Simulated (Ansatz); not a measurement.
**RbVS3 in I4/mcm, a phase reached by a soft mode: following an unstable mode**

Aim: this structure of RbVS3 in I4/mcm, a phase reached by a soft mode is to be tested for unstable modes, and one is followed downhill.

Program: Ansatz 0.2.0. Level of theory: DFT PBEsol, scalar-relativistic, plane waves, PAW; PAW set soft_1. Results are calculated unless marked as measured.

The structure was built from a prototype and need not be the compound's stable phase.

### Step 1. Set-up

It takes space group I4/mcm (No. 140, tetragonal). The conventional cell has a = 6.595 Å, b = 6.595 Å, c = 9.276 Å, α = 90.00°, β = 90.00°, γ = 90.00°. Nearest to Rb lie 12 S at 3.29 to 3.30 Å. V has 6 S at 2.24 to 2.42 Å nearest. S has 2 V at 2.32 Å and 4 Rb at 3.30 Å nearest. Nearest to S lie 2 V at 2.24 to 2.42 Å and 4 Rb at 3.29 Å. Farther neighbours and most contacts between anions are not listed.

### Step 2. Modes at Γ

This phase was reached earlier by freezing in an unstable mode of a structure of higher symmetry and relaxing. Its zone-centre modes can show that it is still unstable.

The input, input.yaml:

```yaml
crystal:
  lattice:
    - [-3.2974602765, 3.2974602765, 4.637940288]
    - [3.2974602765, -3.2974602765, 4.637940288]
    - [3.2974602765, 3.2974602765, -4.637940288]
  atoms:
    - { symbol: Rb, position: [0.75, 0.75, 0.0] }
    - { symbol: Rb, position: [0.25, 0.25, 0.0] }
    - { symbol: V, position: [0.0, 0.5, 0.5] }
    - { symbol: V, position: [0.5, 0.0, 0.5] }
    - { symbol: S, position: [0.75, 0.25, 0.5] }
    - { symbol: S, position: [0.25, 0.75, 0.5] }
    - { symbol: S, position: [0.7401579502, 0.2401579502, 0.9803159004] }
    - { symbol: S, position: [0.2598420498, 0.7598420498, 0.0196840996] }
    - { symbol: S, position: [0.2401579502, 0.2598420498, 0.5] }
    - { symbol: S, position: [0.7598420498, 0.7401579502, 0.5] }
kpoints:
  mp_grid: { grid: [8, 8, 8] }
hamiltonian:
  xc: pbesol
  pseudopotentials: { kind: paw, azcp: { folder: soft_1 }, xc_functional: pbe }
scf:
  occupations: { method: methfessel_paxton, width: 0.2 }
output:
  eigenvalues: true
phonons:
  method: dfpt
```

Run with:

```sh
> ansatz run input.yaml --threads 4 --pin off --max-ram 16384MiB --backend cpu --events-out ev --progress --plain --runs-dir out
```

Numbers of over 12 decimals in the logs are rounded to 6 here.

Output:

```text
Engine: ansatz 0.2.0, aarch64-unknown-linux-gnu
Pseudopotentials: kind: paw
Pseudopotential: Rb, paw, valence charge 9, recommended cutoff 420 eV (normal), soft_1/Rb.paw.azcp
Pseudopotential: V, paw, valence charge 13, recommended cutoff 420 eV (normal), soft_1/V.paw.azcp
Pseudopotential: S, paw, valence charge 6, recommended cutoff 420 eV (normal), soft_1/S.paw.azcp
Functional definition: PBEsol
  exchange = pbesol_x
  correlation = pbesol_c
Crystal: 10 atoms, lattice volume = 201.718 Å³
Basis set: ecut = 420 eV, 3839 PW (Γ), exchange–correlation on 96×96×96 points (8 copies of the dense FFT grid, shifted against one another)
Bands: 50, of which v1, the nominal top of the filled ones, is band 40 counted from 1 (39 counted from 0)
Symmetry: 16 space group operations
k-points: 260 of 512 (irreducible under 1 space group operation, time reversal used)
Non-local potential: Rb, projectors of the file, l = 0: 3, l = 1: 2, l = 2: 2
Non-local potential: V, projectors of the file, l = 0: 3, l = 1: 2, l = 2: 3, l = 3: 1
Non-local potential: S, projectors of the file, l = 0: 2, l = 1: 2, l = 2: 1
PAW form: soft (Blöchl's): semilocal exchange-correlation on the pseudo side does not see the compensation charge
PAW frozen core: Rb, regenerated for the run's functional, and the local potential with it (the file was generated under x = pbe(κ = 0.804, μ = 0.219515), c = pbe(β = 0.066725))
PAW frozen core: V, regenerated for the run's functional, and the local potential with it (the file was generated under x = pbe(κ = 0.804, μ = 0.219515), c = pbe(β = 0.066725))
PAW frozen core: S, regenerated for the run's functional, and the local potential with it (the file was generated under x = pbe(κ = 0.804, μ = 0.219515), c = pbe(β = 0.066725))
PAW one-centre angular grid: Rb, 110 points (default); XC on 64 Gauss nodes
PAW one-centre angular grid: V, 590 points (default); XC on 64 Gauss nodes
PAW one-centre angular grid: S, 110 points (default); XC on 64 Gauss nodes
Initial density: superposition of atomic densities (chi_scale 0.1, normalization cell, long waves kept (reshape's long-wave potential 0.00 eV rms))
Initial wavefunctions: pseudopotential atomic-orbital guess
Functional: x = pbesol(κ = 0.804, μ = 0.123457), c = pbesol(β = 0.046)
SCF iter   1: F=—  HF=-17522.778163 eV  |F-HF|=—  |Δ(HF+E_count)|=         —  Δρ=3.22e-2  dr2=3.18e0  ethr=3.10e-3  ⟨swp⟩=8.8  Hψ=57587  notcnv=0
preconditioner: auto → Kerker (q_TF=auto, 2.339 Å⁻¹)  [metal: Δε(μ)=0.038 eV  Ē_g=7.743 eV  σ=0.200 eV  W_gap=0.16  n_scr=58 (ndim 8)  ℏωp=20.3 eV  f_vac=0.000  D(μ)=2.11/eV (n_scr^D=14)]
SCF iter   2: F=—  HF=-17522.090354 eV  |F-HF|=—  |Δ(HF+E_count)|=   6.88e-1  S|Δr|=    0.00e0  Δρ=1.89e-2  dr2=1.21e0  ethr=3.10e-3  ⟨swp⟩=2.0  Hψ=16894  notcnv=0
SCF iter   3: F=—  HF=-17521.718327 eV  |F-HF|=—  |Δ(HF+E_count)|=   3.72e-1  S|Δr|=    0.00e0  Δρ=4.36e-3  dr2=5.45e-2  ethr=1.51e-3  ⟨swp⟩=2.1  Hψ=23938  notcnv=0
SCF iter   4: F=—  HF=-17521.712369 eV  |F-HF|=—  |Δ(HF+E_count)|=   5.96e-3  S|Δr|=    0.00e0  Δρ=1.62e-3  dr2=1.09e-2  ethr=6.82e-5  ⟨swp⟩=1.8  Hψ=19132  notcnv=0
SCF iter   5: F=—  HF=-17521.709957 eV  |F-HF|=—  |Δ(HF+E_count)|=   2.41e-3  S|Δr|=    0.00e0  Δρ=4.11e-4  dr2=4.41e-4  ethr=1.36e-5  ⟨swp⟩=2.0  Hψ=20982  notcnv=0
SCF iter   6: F=—  HF=-17521.709990 eV  |F-HF|=—  |Δ(HF+E_count)|=   3.30e-5  S|Δr|=    0.00e0  Δρ=9.14e-5  dr2=2.71e-5  ethr=5.51e-7  ⟨swp⟩=2.0  Hψ=19252  notcnv=0
SCF iter   7: F=—  HF=-17521.710000 eV  |F-HF|=—  |Δ(HF+E_count)|=   1.03e-5  S|Δr|=    0.00e0  Δρ=2.53e-5  dr2=2.74e-6  ethr=3.39e-8  ⟨swp⟩=2.7  Hψ=21407  notcnv=0
SCF iter   8: F=—  HF=-17521.710117 eV  |F-HF|=—  |Δ(HF+E_count)|=   1.16e-4  S|Δr|=    0.00e0  Δρ=8.44e-6  dr2=2.47e-7  ethr=3.43e-9  ⟨swp⟩=2.4  Hψ=21753  notcnv=0
SCF iter   9: F=—  HF=-17521.710117 eV  |F-HF|=—  |Δ(HF+E_count)|=   5.16e-8  S|Δr|=    0.00e0  Δρ=3.56e-6  dr2=2.99e-8  ethr=3.09e-10  ⟨swp⟩=2.2  Hψ=20324  notcnv=0
SCF iter  10: F=—  HF=-17521.710117 eV  |F-HF|=—  |Δ(HF+E_count)|=   1.62e-8  S|Δr|=    0.00e0  Δρ=9.50e-7  dr2=2.01e-9  ethr=3.73e-11  ⟨swp⟩=2.3  Hψ=20825  notcnv=0
SCF iter  11: F=—  HF=-17521.710117 eV  |F-HF|=—  |Δ(HF+E_count)|=   1.78e-9  S|Δr|=    0.00e0  Δρ=2.39e-7  dr2=9.68e-11  ethr=2.51e-12  ⟨swp⟩=2.0  Hψ=20115  notcnv=0
SCF iter  12: F=-17521.710117 eV  HF=-17521.710117 eV  |F-HF|=0.00e0  |Δ(HF+E_count)|=  3.64e-11  S|Δr|=    0.00e0  Δρ=5.08e-8  dr2=5.29e-12  ethr=1.00e-12  ⟨swp⟩=6.4  Hψ=63188  notcnv=0
SCF 1 converged in 12 iterations: F = -17521.710117 eV  dr2 = 5.29e-12
  greatest PAW one-centre occupation: 1.000 electrons in one spin orbital (limit 2), on the V atom at site 3 (counted from 0), in its partial waves of l = 0
DFPT response loops at Γ: preconditioner auto → Kerker (q_TF=auto, 2.339 Å⁻¹) (partly filled bands, converged f_vac=0.000); β = 1.00, the filter's whole step (`scf.mixing.beta` (0.50) is not read by the response loops under this deck's `scf.mixing.preconditioner`; to damp them name `kerker` or `kerker_dos`, under which they read `scf.mixing.beta`, and type it under 1.00, their step now; both keys bind the ground state too); Broyden in place of MSR1
SCF converged after 12 iterations
Stability not checked: this state was not tested for a lower state beside it, because cold or Methfessel-Paxton smearing, or corrected tetrahedra, fill the levels in a way that the test cannot read (fill_not_monotonic; see scf.lower_state_search)
Free energy (F): -17521.710117 eV
Harris-Foulkes:  -17521.710117 eV  (|F-HF|=0.00e0)
Internal energy: -17521.742246 eV  (E = F + TS)
E sigma→0 (E₀):  -17521.718149 eV
Entropy (-TS):   0.032129 eV (3.213 meV/atom)
Fermi energy:    7.762991 eV
Step filling:    the computed levels leave a gap of 0.0180 eV = 0.1 smearing widths at the electron count; against every level under it full and every level over it empty, smearing changes F+E_penalty+E_count by +11.510 meV and its σ→0 estimate by +3.478 meV
--- Per-component energies (eV) ---
  E_band       = -574.310487
  E_kinetic    = 1589.214292
  E_local      = -4957.469950  (includes V_loc(G=0)·N_el)
  E_nonlocal   = 747.474453
  E_hartree    = 1826.452663
  E_xc         = -1003.901707
  E_vxc        = -1045.425844  (∫ρ·V_xc dr)
  E_paw        = -10896.205470  (= ΣΔE_a)
  E_vpaw       = -561.010659  (= ΣTr[D̂ρ^β])
  E_aug_tail   = 0.001978  (compensation charges beyond the density's cutoff)
  E_ewald      = -4828.226901
  E_core_change = 0.918397  (= ΣΔE_core)
  E_smearing   = 0.032129  (= −TS)
  E_closure    = 0.000000  (closes the sum)
  Σ components = -17521.710117   (vs F -17521.710117, Δ=0.00e0)
--- Band table (eV; the first three rows and the last of 260) ---
  k-point 0: bands = [... 36 lower, 6.7764, 7.6053, 7.6053, 7.6258, 8.0781, 8.1238, 8.1453, 8.1453, ... 6 higher]
  k-point 1: bands = [... 36 lower, 7.0228, 7.0577, 7.6366, 7.7263, 7.9738, 8.0668, 8.1221, 8.1339, ... 6 higher]
  k-point 2: bands = [... 36 lower, 7.0297, 7.0365, 7.2147, 7.2446, 8.1068, 8.1402, 8.3154, 8.3345, ... 6 higher]
  k-point 259: bands = [... 36 lower, 6.0342, 6.7114, 7.0351, 7.0351, 8.1151, 8.1161, 8.6664, 8.7312, ... 6 higher]
--- Phonons (Γ-DFPT): 8 representative perturbations + reference, on 260 of 512 k-points (Σ response iterations 24) ---
  k mesh reduced under 1 symmetry operation, with k and −k counted as one. Each operation leaves every solved perturbation unchanged. A smaller set is not used because it would not reduce the number of displacements times k-points to solve
  ASR residual: 1.212e-4 → 0.000e0 eV/Å²; symmetrization residual: 1.374e-5 eV/Å²
  ASR residual per site (eV/Å²): 3.65e-5 3.65e-5 1.46e-5 1.46e-5 1.21e-4 1.21e-4 5.37e-5 5.37e-5 5.37e-5 5.37e-5
  Γ frequencies (cm⁻¹): -71.34 -71.34 -66.34 0.00 0.00 0.00 88.28 88.28 88.91 104.64 104.64 110.12 117.84 117.84 121.87 125.61 155.99 159.59 159.59 194.07 194.07 204.30 239.04 243.83 243.83 248.48 301.19 332.25 332.25 421.20
  non-analytic LO–TO correction: not included (Born effective charges unavailable; polar crystals: no LO–TO splitting at Γ)
```

The job ended after 13 min (4 threads of Arm Neoverse V1, shared host; peak memory 7.5 GiB; 52 min of CPU time).

Numbers from this step:

```yaml
volume_per_atom: 20.17 Å³
gap_on_the_k_mesh: 0 eV
sum_rule_residual_before_enforcement: 1.21e-4 eV/Å²
point_group: 4/mmm
highest_optical_mode_at_the_zone_centre_no_lo_to_term: 421.2 cm⁻¹
lowest_optical_zone_centre_mode: -71.34 cm⁻¹
```

Patterns of degenerate modes are one choice out of their space. The modes at Γ (shares of kinetic energy by element, %) (negative means imaginary):

| mode | frequency (cm⁻¹) | symmetry | Rb % | V % | S % |
| --- | --- | --- | --- | --- | --- |
| 1 | -71.3 | Eu | 3 | 79 | 18 |
| 2 | -71.3 | Eu | 3 | 79 | 18 |
| 3 | -66.3 | A2u | 5 | 75 | 20 |
| 4 | 0.0 | acoustic | 37 | 22 | 41 |
| 5 | 0.0 | acoustic | 37 | 22 | 41 |
| 6 | 0.0 | acoustic | 37 | 22 | 41 |
| 7 | 88.3 | Eg | 95 | 0 | 5 |
| 8 | 88.3 | Eg | 95 | 0 | 5 |
| 9 | 88.9 | A2g | 96 | 0 | 4 |
| 10 | 104.6 | Eg | 1 | 0 | 99 |
| 11 | 104.6 | Eg | 1 | 0 | 99 |
| 12 | 110.1 | B1g | 0 | 0 | 100 |
| 13 | 117.8 | Eu | 58 | 11 | 31 |
| 14 | 117.8 | Eu | 58 | 11 | 31 |
| 15 | 121.9 | B2g | 0 | 0 | 100 |
| 16 | 125.6 | A2u | 58 | 1 | 41 |
| 17 | 156.0 | B1u | 0 | 1 | 99 |
| 18 | 159.6 | Eu | 0 | 0 | 99 |
| 19 | 159.6 | Eu | 0 | 0 | 99 |
| 20 | 194.1 | Eu | 2 | 60 | 37 |
| 21 | 194.1 | Eu | 2 | 60 | 37 |
| 22 | 204.3 | B1u | 0 | 99 | 1 |
| 23 | 239.0 | A2g | 4 | 0 | 96 |
| 24 | 243.8 | Eg | 4 | 0 | 96 |
| 25 | 243.8 | Eg | 4 | 0 | 96 |
| 26 | 248.5 | A1g | 0 | 0 | 100 |
| 27 | 301.2 | A2u | 0 | 2 | 98 |
| 28 | 332.2 | Eu | 0 | 27 | 73 |
| 29 | 332.2 | Eu | 0 | 27 | 73 |
| 30 | 421.2 | B2g | 0 | 0 | 100 |

Displacements in mode 2 (-71.3 cm⁻¹), the largest set to 1:
```
Rb1  0.00 -0.16  0.00
Rb2  0.00 -0.16  0.00
V3   0.54  1.00  0.00
V4  -0.54  1.00  0.00
S5   0.00 -0.50  0.00
S6   0.00 -0.50  0.00
S7  -0.01 -0.33  0.00
S8  -0.01 -0.33  0.00
S9   0.01 -0.33  0.00
S10  0.01 -0.33  0.00
```

Displacements in mode 30 (421.2 cm⁻¹), the largest set to 1:
```
Rb1  0.00  0.00  0.00
Rb2  0.00  0.00  0.00
V3   0.00  0.00  0.00
V4   0.00  0.00  0.00
S5   0.00  0.00 -1.00
S6   0.00  0.00  1.00
S7  -0.73 -0.73  0.00
S8   0.73  0.73  0.00
S9  -0.73  0.73  0.00
S10  0.73 -0.73  0.00
```

Before it was imposed, the acoustic sum rule was missed by 1.2e-4 eV/Å². Small misses are needed for a sound result but don't prove that mesh and cutoff are converged. The lowest optical mode is imaginary, 71.3i cm⁻¹, so the energy falls along it.

### Step 3. The mode frozen in, largest atomic shift 0 Å

The mode followed lies at Γ with frequency 71.3i cm⁻¹ and is 2-fold degenerate, the softest among the wavevectors solved. At small amplitude the distorted cell has space group no. 46 by a symmetry search on the positions. The undistorted cell that holds it gives the zero of energy on the same k mesh.

Changes to input.yaml since step 2:

```diff
@@ -24,4 +24,4 @@
 output:
+  forces: true
+  stress: true
   eigenvalues: true
-phonons:
-  method: dfpt
```

Output:

```text
[...]
Crystal: 10 atoms, lattice volume = 201.718 Å³
Basis set: ecut = 420 eV, 3839 PW (Γ), exchange–correlation on 90×90×90 points (8 copies of the dense FFT grid, shifted against one another)
Bands: 50, of which v1, the nominal top of the filled ones, is band 40 counted from 1 (39 counted from 0)
Symmetry: 16 space group operations
[...]
k-points: 59 of 512
[...]
k-point 0: bands = [... 36 lower, 6.7764, 7.6054, 7.6054, 7.6258, 8.0781, 8.1238, 8.1453, 8.1453, ... 6 higher]
  k-point 1: bands = [... 36 lower, 7.0228, 7.0578, 7.6366, 7.7263, 7.9738, 8.0668, 8.1222, 8.1339, ... 6 higher]
  k-point 2: bands = [... 36 lower, 7.0297, 7.0365, 7.2147, 7.2447, 8.1068, 8.1403, 8.3155, 8.3346, ... 6 higher]
  k-point 58: bands = [... 36 lower, 6.0342, 6.7114, 7.0351, 7.0351, 8.1151, 8.1162, 8.6664, 8.7313, ... 6 higher]
[key lines of the parts left out:]
SCF converged after 9 iterations
Free energy (F): -17521.710117 eV
Fermi energy:    7.763024 eV
P = ⅓ Tr σ = 0.0007 GPa (0.007 kbar)
```

The job ended after 8.6 s (4 threads; peak memory 0.77 GiB; 34 s of CPU time).

Numbers from this step:

```
pressure                         : 7.45e-4 GPa
energy from the undistorted cell : 0 meV/atom
```

The run ends at a pressure of 0.00 GPa.

### Step 4. The mode frozen in, largest atomic shift 0.22 Å

The atoms are moved along the unstable eigenvector, the largest shift by 0.22 Å, with the cell fixed.

input.yaml, the sections that differ from step 3:

```yaml
crystal:
  lattice:
    - [-3.2974602765, 3.2974602765, 4.637940288]
    - [3.2974602765, -3.2974602765, 4.637940288]
    - [3.2974602765, 3.2974602765, -4.637940288]
  atoms:
    - { symbol: Rb, position: [0.75, 0.7452254116, -0.0047745884] }
    - { symbol: Rb, position: [0.25, 0.2452254116, -0.0047745884] }
    - { symbol: V, position: [0.0158333065, 0.529362046, 0.5451953525] }
    - { symbol: V, position: [0.4841666935, 0.029362046, 0.5135287395] }
    - { symbol: S, position: [0.75, 0.2351872251, 0.4851872251] }
    - { symbol: S, position: [0.25, 0.7351872251, 0.4851872251] }
    - { symbol: S, position: [0.7398622672, 0.2306012513, 0.9704635185] }
    - { symbol: S, position: [0.2595463668, 0.7502853509, 0.0098317177] }
    - { symbol: S, position: [0.2404536332, 0.2502853509, 0.490738984] }
    - { symbol: S, position: [0.7601377328, 0.7306012513, 0.490738984] }
# kpoints, hamiltonian, scf, output: as in step 3
```

Output:

```text
[...]
Crystal: 10 atoms, lattice volume = 201.718 Å³
Basis set: ecut = 420 eV, 3839 PW (Γ), exchange–correlation on 90×90×90 points (8 copies of the dense FFT grid, shifted against one another)
Bands: 50, of which v1, the nominal top of the filled ones, is band 40 counted from 1 (39 counted from 0)
Symmetry: 4 space group operations
[...]
k-points: 95 of 512 (time reversal used)
[...]
k-point 0: bands = [... 36 lower, 7.0348, 7.3213, 7.8036, 8.0075, 8.1121, 8.2382, 8.3142, 8.6376, ... 6 higher]
  k-point 1: bands = [... 36 lower, 6.9041, 7.4851, 7.5953, 7.8356, 8.0767, 8.0899, 8.3055, 8.6784, ... 6 higher]
  k-point 2: bands = [... 36 lower, 6.8882, 7.0281, 7.1373, 7.6831, 8.1042, 8.2284, 8.4744, 8.6831, ... 6 higher]
  k-point 94: bands = [... 36 lower, 5.9501, 6.1457, 6.4658, 7.7459, 8.2647, 8.4722, 8.7140, 8.8624, ... 6 higher]
[key lines of the parts left out:]
SCF converged after 10 iterations
Free energy (F): -17521.740029 eV
Fermi energy:    7.775005 eV
P = ⅓ Tr σ = 1.8032 GPa (18.032 kbar)
```

Run time: 27 s. Hardware: 4 threads; peak memory 0.92 GiB; 1.8 min of CPU time.

This step gave:

```yaml
pressure: 1.803 GPa
energy_from_the_undistorted_cell: -2.391 meV/atom
```

The energy, extrapolated to zero smearing, is -2.39 meV/atom against the undistorted cell.

The run ends at a pressure of 1.80 GPa, with forces up to 0.33 eV/Å.

### Step 5. Energy along the mode, all amplitudes (two of the runs are shown above)

An imaginary frequency means negative curvature, so the energy should fall and then rise again as anharmonic terms take over.

Numbers from this step:

```yaml
depth_at_the_lowest_point_sampled: 2.391 meV/atom
largest_atomic_shift_at_that_point: 0.22 Å
```

Energy from the parent against largest atomic shift:

| largest atomic shift (Å) | energy from the parent (meV/atom) |
| --- | --- |
| 0.000 | 0 |
| 0.040 | -0.181 |
| 0.080 | -0.548 |
| 0.140 | -1.05 |
| 0.220 | -2.39 |
| 0.320 | 2.83 |
| 0.450 | 79.2 |

Displacement at unit largest shift by atom:

| atom | x (Å) | y (Å) | z (Å) | size |
| --- | --- | --- | --- | --- |
| Rb1 | -0.14 | 0.00 | 0.00 | 0.14 |
| Rb2 | -0.14 | 0.00 | 0.00 | 0.14 |
| V3 | 0.88 | 0.47 | 0.00 | 1.00 |
| V4 | 0.88 | -0.47 | 0.00 | 1.00 |
| S5 | -0.44 | 0.00 | 0.00 | 0.44 |
| S6 | -0.44 | 0.00 | 0.00 | 0.44 |
| S7 | -0.29 | -0.01 | 0.00 | 0.29 |
| S8 | -0.29 | -0.01 | 0.00 | 0.29 |
| S9 | -0.29 | 0.01 | 0.00 | 0.29 |
| S10 | -0.29 | 0.01 | 0.00 | 0.29 |

The lowest of the steps tried is at 0.22 Å, 2.39 meV/atom below the parent; the bottom of the well need not coincide with a step.

[end of part 1 of 3]

[Logs are printed without paths, hosts, clocks, repeated set-up lines and the standing remarks that a program may print on its own settings, such as how far it seeks lower states.]

[Hosts, paths, dates, database ids (printed as entryN), source tags and the programs' standing remarks are cut or masked in the printed files.]
